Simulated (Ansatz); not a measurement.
# CdS (Hawleyite): optical spectrum from first principles, part 2 of 2

What colour and refractive index does CdS (Hawleyite) have at this level of theory?

Ansatz 0.2.0; DFT, PBE, plane-wave PAW, default files, scalar-relativistic, independent-particle optical response without local fields.

So far. Step 2 (Ground state and bands): There is a gap, 1.15 eV on the path, so no carriers' term is needed. The cell is left with a pressure of 2.8 GPa, as it stands unrelaxed at this level.

## (3) Spectrum

With the density converged, the vertical transitions are summed over the zone.

This step: DFT, PBE, plane-wave PAW, default files, scalar-relativistic, independent-particle optical response without local fields (Ansatz 0.2.0).

input.yaml reads:

```yaml
crystal:
  lattice:
    - [0.0, 2.9165, 2.9165]
    - [2.9165, 0.0, 2.9165]
    - [2.9165, 2.9165, 0.0]
  atoms:
    - { symbol: Cd, position: [0.0, 0.0, 0.0] }
    - { symbol: S, position: [0.75, 0.75, 0.75] }
kpoints:
  mp_grid: { grid: [7, 7, 7] }
scf:
  occupations: { method: fixed }
hamiltonian:
  xc: pbe
  pseudopotentials: { kind: paw }
output:
  optics:
    e_range: [0, 20]
    de: 0.05
    sigma: 0.15
    nscf_kmesh: { grid: [8, 8, 8] }
    bands: { spectra_wanted_up_to: 20 }
```

Launch:

```
$ ansatz run input.yaml --threads 4 --pin off --max-ram 8192MiB --backend cpu --events-out ev --progress --plain --runs-dir out
```

Numbers of over 12 decimals in the logs are rounded to 6 here.

Log:

```text
[...]
Crystal: 2 atoms, lattice volume = 49.615 Å³
Basis set: ecut = 420 eV, 941 PW (Γ)
Bands: 17, of which v1, the nominal top of the filled ones, is band 13 counted from 1 (12 counted from 0)
Symmetry: 24 space group operations
[...]
k-points: 20 of 343 (time reversal used)
[...]
SCF iter   1: F=—  HF=-9157.806596 eV  |F-HF|=—  |Δ(HF+E_count)|=         —  Δρ=5.83e-4  dr2=2.03e-4  ethr=1.77e-3  ⟨swp⟩=4.8  Hψ=1460  notcnv=0  defer=37
[...]
SCF iter   8: F=-9157.807305 eV  HF=-9157.807305 eV  |F-HF|=5.46e-12  |Δ(HF+E_count)|=  1.46e-10  Δρ=3.00e-8  dr2=3.30e-13  ethr=1.00e-12  ⟨swp⟩=5.2  Hψ=1154  notcnv=0
SCF 1 converged in 8 iterations: F = -9157.807305 eV  dr2 = 3.30e-13
[...]
NSCF: frozen V_eff on 29 k-points
output.optics: what the bands over the 38 summed would add to eps1, eps2 and the energy-loss function is held between a lower and an upper bound (7 Lanczos steps). eps1, eps2 and their loss function (loss_summed_bands) are given on every row as the summed bands alone make them. Along an axis, on a row where the two bounds hold the loss function to about 1 % of the greater of itself and 0.5 % of |1/eps|, its cell (loss_completed) is given, with the completed eps1 and eps2 that it is formed of (a cell that is left empty reads nan in the table and null in the record). The two bounds hold it so along every axis on all 401 rows up to 20.000 eV. [rest of the remark cut]
SCF converged after 8 iterations
Free energy (F): -9157.807305 eV
[...]
Internal energy: -9157.807305 eV  (E = F + TS)
E sigma→0 (E₀):  -9157.807305 eV
Fermi energy:    6.910637 eV
[...]
--- Band table (eV; the first three rows and the last of 20) ---
  k-point 0: bands = [... 9 lower, -0.3308, 6.9106, 6.9106, 6.9106, 8.0558, 13.4361, 13.4361, 13.4361]
  k-point 1: bands = [... 9 lower, -0.3318, 5.6837, 6.7552, 6.7552, 9.0364, 13.1356, 13.6836, 13.6836]
  k-point 2: bands = [... 9 lower, -0.3220, 4.0162, 6.4328, 6.4328, 9.8045, 13.3372, 13.9740, 13.9740]
  k-point 19: bands = [... 9 lower, 0.2726, 3.0051, 4.4386, 5.1369, 11.8553, 12.4914, 14.2904, 15.3722]
```

Run time: 3.9 s. Hardware: 4 threads of Intel Xeon 6975P-C (Granite Rapids), shared host; peak memory 0.79 GiB.

This step gave:

| Item | Value |
| --- | --- |
| electronic dielectric constant ε∞, mean over x, y and z (by symmetry where fewer were run) | 6.512 |
| absorption onset, first axis (α over 10⁴ cm⁻¹, or the direct gap if that lies higher) | 1.183 eV |
| main peak of Im epsilon, first axis | 5.729 eV |
| photocurrent from vertical transitions in a film 500 nm thick on a perfect mirror (two passes), AM1.5G, no front reflection, all carriers collected | 40.04 mA/cm² |
| least direct gap on the mesh | 1.145 eV |
| bands summed | 38 |
| spectra valid up to | 31.74 eV |
| program's estimate of the k-sum error in Im epsilon | 0.12 % |
| electrons in the f-sum | 13.41 |

The Im ε, any direction has structure finer than the step of the table below, so its rows give means over 0.5 eV, whole bins alone (the curve runs from 0 to 20 eV). Peaks (eV: height): 3.90: 5.61, 5.75: 9.82, 7.00: 8.40.

The Im ε, any direction by photon energy; means over each step:

```
photon energy (eV)  Im ε, any direction
               0.5                    0
               1.0                0.157
               1.5                 1.17
               2.0                 1.57
               2.5                 1.83
               3.0                 2.25
               3.5                 3.51
               4.0                 5.33
               4.5                 4.55
               5.0                 4.38
               5.5                 7.61
               6.0                 8.78
               6.5                 6.86
               7.0                 7.57
               7.5                 7.67
               8.0                 6.43
               8.5                 3.70
               9.0                 2.53
               9.5                 1.98
              10.0                 1.61
              10.5                 1.67
              11.0                 1.66
              11.5                 1.75
              12.0                 1.23
              12.5                 1.18
              13.0                0.911
              13.5                0.799
              14.0                 1.02
              14.5                 1.09
              15.0                0.714
              15.5                0.622
              16.0                0.638
              16.5                0.531
              17.0                0.515
              17.5                0.558
              18.0                0.385
              18.5                0.323
              19.0                0.466
              19.5                0.648
```

The Re ε, any direction by photon energy:

photon energy (eV), Re ε, any direction and a bar from the least value:
```
      0.0       6.51 #########################
      0.5       6.62 ##########################
      1.0       7.17 ###########################
      1.5       7.35 ############################
      2.0       7.07 ###########################
      2.5       7.11 ###########################
      3.0       7.44 ############################
      3.5       8.21 ##############################
      4.0       6.26 #########################
      4.5       5.51 #######################
      5.0       6.25 #########################
      5.5       7.95 #############################
      6.0       2.93 ################
      6.5       1.11 ###########
      7.0       1.73 ############
      7.5       0.52 #########
      8.0      -2.89 
      8.5      -2.87 
      9.0      -1.92 ###
      9.5      -1.46 ####
     10.0      -0.69 ######
     10.5      -0.51 ######
     11.0      -0.24 #######
     11.5      -0.51 ######
     12.0      -0.48 #######
     12.5      -0.35 #######
     13.0      -0.17 #######
     13.5       0.01 ########
     14.0       0.39 #########
     14.5      -0.13 #######
     15.0      -0.03 ########
     15.5       0.16 ########
     16.0       0.26 #########
     16.5       0.21 ########
     17.0       0.46 #########
     17.5       0.35 #########
     18.0       0.39 #########
     18.5       0.61 #########
     19.0       0.77 ##########
     19.5       0.66 ##########
     20.0       0.50 #########
```

The reflectivity at normal incidence, any direction has structure finer than the step of the table below, so its rows give means over 0.5 eV, whole bins alone (the curve runs from 0 to 20 eV). Peaks (eV: height): 5.75: 36.0, 8.40: 50.4, 11.80: 31.1, 14.70: 21.0.

The reflectivity at normal incidence, any direction by photon energy; means over each step:

```
photon energy (eV)  reflectivity at normal incidence, any direction (%)
               0.5                                                 19.4
               1.0                                                 20.9
               1.5                                                 21.7
               2.0                                                 21.3
               2.5                                                 21.6
               3.0                                                 22.8
               3.5                                                 25.7
               4.0                                                 26.5
               4.5                                                 23.7
               5.0                                                 24.3
               5.5                                                 32.0
               6.0                                                 35.0
               6.5                                                 31.9
               7.0                                                 33.9
               7.5                                                 37.5
               8.0                                                 47.0
               8.5                                                 49.7
               9.0                                                 45.2
               9.5                                                 41.4
              10.0                                                 31.9
              10.5                                                 26.8
              11.0                                                 22.9
              11.5                                                 27.0
              12.0                                                 27.9
              12.5                                                 24.7
              13.0                                                 22.4
              13.5                                                 16.2
              14.0                                                 10.6
              14.5                                                 19.3
              15.0                                                 18.6
              15.5                                                 13.0
              16.0                                                 10.3
              16.5                                                 10.5
              17.0                                                 6.00
              17.5                                                 7.56
              18.0                                                 6.15
              18.5                                                 2.53
              19.0                                                 2.03
              19.5                                                 3.92
```

Values under 1 per cm are given as 1. The absorption coefficient, any direction by photon energy:

```
photon energy (eV)  absorption coefficient, any direction (1/cm)
             0.000                                             1
             0.500                                             1
             1.000                                           801
             1.500                                         34194
             2.000                                         59499
             2.500                                         86122
             3.000                                         1.2e5
             3.500                                         2.0e5
             4.000                                         4.1e5
             4.500                                         4.1e5
             5.000                                         4.1e5
             5.500                                         7.0e5
             6.000                                         1.1e6
             6.500                                         1.1e6
             7.000                                         1.3e6
             7.500                                         1.4e6
             8.000                                         1.8e6
             8.500                                         1.7e6
             9.000                                         1.5e6
             9.500                                         1.4e6
            10.000                                         1.1e6
            10.500                                         1.1e6
            11.000                                         1.1e6
            11.500                                         1.3e6
            12.000                                         1.1e6
            12.500                                         1.1e6
            13.000                                         9.7e5
            13.500                                         8.5e5
            14.000                                         8.3e5
            14.500                                         1.1e6
            15.000                                         9.1e5
            15.500                                         7.7e5
            16.000                                         7.6e5
            16.500                                         7.0e5
            17.000                                         5.8e5
            17.500                                         7.0e5
            18.000                                         5.1e5
            18.500                                         3.6e5
            19.000                                         4.8e5
            19.500                                         7.3e5
            20.000                                         7.7e5
```

Table of refractive index n and extinction k by photon energy:

```
photon energy (eV)      n        k
               0.0   2.55        0
               0.5   2.57        0
               1.0   2.68  0.00790
               1.5   2.72    0.225
               2.0   2.67    0.294
               2.5   2.69    0.340
               3.0   2.76    0.404
               3.5   2.92    0.567
               4.0   2.70     1.01
               4.5   2.51    0.899
               5.0   2.63    0.816
               5.5   3.09     1.25
               6.0   2.45     1.75
               6.5   1.99     1.69
               7.0   2.27     1.85
               7.5   2.02     1.89
               8.0   1.44     2.23
               8.5  0.932     1.93
               9.0  0.784     1.59
               9.5  0.718     1.40
              10.0  0.714     1.09
              10.5  0.779     1.06
              11.0  0.843    0.975
              11.5  0.830     1.10
              12.0  0.631    0.935
              12.5  0.670    0.896
              13.0  0.605    0.734
              13.5  0.631    0.621
              14.0  0.854    0.586
              14.5  0.696    0.781
              15.0  0.577    0.598
              15.5  0.633    0.493
              16.0  0.695    0.468
              16.5  0.619    0.417
              17.0  0.757    0.339
              17.5  0.714    0.397
              18.0  0.684    0.280
              18.5  0.805    0.194
              19.0  0.911    0.249
              19.5  0.894    0.372
              20.0  0.804    0.381
```

Optical constants at common wavelengths, from n + ik = √ε:

```
wavelength (nm)     n      k  R (%)        1/α
           1550  2.62  0.000   20.0  over 1 mm
           1064  2.75  0.072   21.8     1.2 µm
            800  2.71  0.235   21.6     270 nm
            450  2.72  0.369   22.1      97 nm
            365  2.87  0.512   24.7      57 nm
            248  2.63  0.816   24.0      24 nm
            193  2.06  1.763   33.9     8.7 nm
```

Rows near the edge hang on the gap, which this functional as a rule makes too small, and phonon-assisted absorption is left out.

A polished face would reflect 21 % of daylight and look grey (CIE x = 0.310, y = 0.325 under D65).

The first strong peak, at 3.90 eV, lies at the vertical distance of the highest filled and the lowest empty band at L (3.76 eV), a point of high symmetry, where critical points commonly lie; the match rests on energies alone.

The f-sum over the summed bands holds 13.4 of the cell's 26 electrons outside the frozen cores, 10 of which lie in bands more than 12 eV below the Fermi level, whose transitions come at higher energies. Up to 20 eV the strength has a mean oscillator energy of 6.6 eV, close to the main peak.

## (4) Static response with local fields

A static field by perturbation theory: the induced potential is included, and the Born charges come with it.

This step: DFT, PBE, plane-wave PAW, default files, scalar-relativistic, static field response by perturbation theory with local fields (Ansatz 0.2.0).

input.yaml, the sections that differ from step 3:

```yaml
dielectric: {}
# crystal, kpoints, scf, hamiltonian: as in step 3
# output: removed
```

Log:

```text
[...]
Crystal: 2 atoms, lattice volume = 49.615 Å³
Basis set: ecut = 420 eV, 941 PW (Γ), exchange–correlation on 60×60×60 points (8 copies of the dense FFT grid, shifted against one another)
Bands: 17, of which v1, the nominal top of the filled ones, is band 13 counted from 1 (12 counted from 0)
Symmetry: 24 space group operations
k-points: 64 of 343 (irreducible under 4 space group operations, time reversal used)
[...]
SCF iter   1: F=—  HF=-9157.806571 eV  |F-HF|=—  |Δ(HF+E_count)|=         —  Δρ=5.83e-4  dr2=2.03e-4  ethr=1.77e-3  ⟨swp⟩=4.9  Hψ=4681  notcnv=0  defer=124
[...]
SCF iter   7: F=-9157.807298 eV  HF=-9157.807298 eV  |F-HF|=1.16e-10  |Δ(HF+E_count)|=   3.61e-9  Δρ=2.42e-7  dr2=2.45e-11  ethr=1.00e-12  ⟨swp⟩=4.1  Hψ=4430  notcnv=0
SCF 1 converged in 7 iterations: F = -9157.807298 eV  dr2 = 2.45e-11
[...]
DFPT response loops at Γ: preconditioner auto → none (the input reference at scf.mixing.eps_inf says where Resta's filter doesn't serve); β = 0.50; Broyden in place of MSR1
── the response to a field inside a basis, on 10×10×10 k-points: an SCF that follows is theirs, and a resumed run solves both again ──
Bands: 14, of which v1, the nominal top of the filled ones, is band 13 counted from 1 (12 counted from 0)
k-points: 110
[...]
Eigensolver: Dense (110 Hₖ)
SCF iter   1: F=—  HF=-9157.806101 eV  |F-HF|=—  |Δ(HF+E_count)|=         —  Δρ=3.25e-4  dr2=9.65e-6  ethr=1.00e-1
[...]
SCF iter   4: F=-9157.806108 eV  HF=-9157.806108 eV  |F-HF|=1.36e-8  |Δ(HF+E_count)|=   1.49e-7  Δρ=9.59e-6  dr2=3.19e-8  ethr=1.13e-9
SCF 1 converged in 4 iterations: F = -9157.806108 eV  dr2 = 3.19e-8
[...]
SCF converged after 7 iterations
Free energy (F): -9157.807298 eV
[...]
Internal energy: -9157.807298 eV  (E = F + TS)
E sigma→0 (E₀):  -9157.807298 eV
Fermi energy:    6.910642 eV
[...]
--- Band table (eV; the first three rows and the last of 64) ---
  k-point 0: bands = [... 9 lower, -0.3308, 6.9106, 6.9106, 6.9106, 8.0558, 13.4361, 13.4361, 13.4361]
  k-point 1: bands = [... 9 lower, -0.3318, 5.6837, 6.7552, 6.7552, 9.0364, 13.1356, 13.6836, 13.6836]
  k-point 2: bands = [... 9 lower, -0.3220, 4.0162, 6.4328, 6.4328, 9.8045, 13.3372, 13.9740, 13.9740]
  k-point 63: bands = [... 9 lower, 0.0787, 3.1620, 4.5833, 5.9193, 11.3943, 12.8426, 14.1074, 14.8616]
--- Dielectric response (ions clamped): 3 representative field directions + reference, inside a basis on a mesh of 1000 k-points (Σ response iterations 15) ---
  ε∞ (high-frequency dielectric tensor):
        6.150542    -0.000000    -0.000000
       -0.000000     6.150542     0.000000
       -0.000000     0.000000     6.150542
  Born effective charges Z* (e; rows j = field, columns β = displacement):
    site 0:
         2.17479   -0.00000    0.00000
         0.00000    2.17479    0.00000
         0.00000    0.00000    2.17479
    site 1:
        -2.17479    0.00000   -0.00000
        -0.00000   -2.17479   -0.00000
        -0.00000   -0.00000   -2.17479
  Z* charge neutrality: 3.524e-4 e pre-enforcement
  solved inside a basis spanned on kpoints, on 10×10×10 k-points transformed towards the longest dipole: ε∞ is read to err by 1.6e-2, Z* by 2.1e-2 e (field_mesh: kpoints solves on kpoints); Z* is corrected for what the basis lacks
```

Run time: 6.6 s. Hardware: 4 threads; peak memory 0.74 GiB; 23 s of CPU time.

This step gave:

- electronic dielectric constant ε∞, mean over x, y and z (by symmetry where fewer were run): 6.151

ε∞ with local fields:

```
6.15 0.00 0.00
0.00 6.15 0.00
0.00 0.00 6.15
```

Diagonal elements. Born, by row:

```
atom  Z*xx (e)  Z*yy (e)  Z*zz (e)
 Cd1     2.175     2.175     2.175
  S2    -2.175    -2.175    -2.175
```

Mean Born charges are Cd +2.17 and S -2.17, against formal valences of +2 and -2. The largest lies a little above its ionic value.

## (5) Outcome

* gap on the path: 1.15 eV
* least direct gap on the path: 1.15 eV
* electronic dielectric constant ε∞, mean over x, y and z (by symmetry where fewer were run) (independent particles): 6.51
* absorption onset, first axis (α over 10⁴ cm⁻¹, or the direct gap if that lies higher): 1.18 eV
* main peak of Im epsilon, first axis: 5.73 eV
* photocurrent from vertical transitions in a film 500 nm thick on a perfect mirror (two passes), AM1.5G, no front reflection, all carriers collected: 40.0 mA/cm²
* electronic dielectric constant ε∞, mean over x, y and z (by symmetry where fewer were run) (static response with local fields): 6.15

In words: At this level (PBE, independent particles) CdS has ε∞ = 6.51 (6.15 with local fields) and n = 2.62 at 1550 nm; absorption sets in near 1.2 eV, and Im ε peaks at 5.7 eV. The gap on the path is direct, 1.15 eV. The absorption coefficient passes 10⁴ cm⁻¹ at 1.18 eV, in the infrared, so it absorbs across the visible. Distinct maxima of Im ε, read by a parabola through the highest points, lie at 3.90 eV (5.6), 5.73 eV (9.8), 7.01 eV (8.4) and 7.66 eV (8.2). The first strong peak, at 3.90 eV, lies at the vertical distance of the highest filled and the lowest empty band at L (3.76 eV), a point of high symmetry, where critical points commonly lie; the match rests on energies alone. A polished face would reflect 21 % of daylight and look grey (CIE x = 0.310, y = 0.325 under D65). With local fields and the functional's kernel the static response is 6.15 against 6.51 for independent particles (-6 %). In the base spectrum excitons and phonon-assisted transitions are missing, and so are local fields; PBE gaps are as a rule too small, which pulls the onset down and ε∞ up. In the base run ε includes the program's bounded estimate of what the bands above those summed add.

[Logs are printed without paths, hosts, clocks, repeated set-up lines and the standing remarks that a program may print on its own settings, such as how far it seeks lower states.]

[Hosts, paths, dates, database ids (printed as entryN), source tags and the programs' standing remarks are cut or masked in the printed files.]
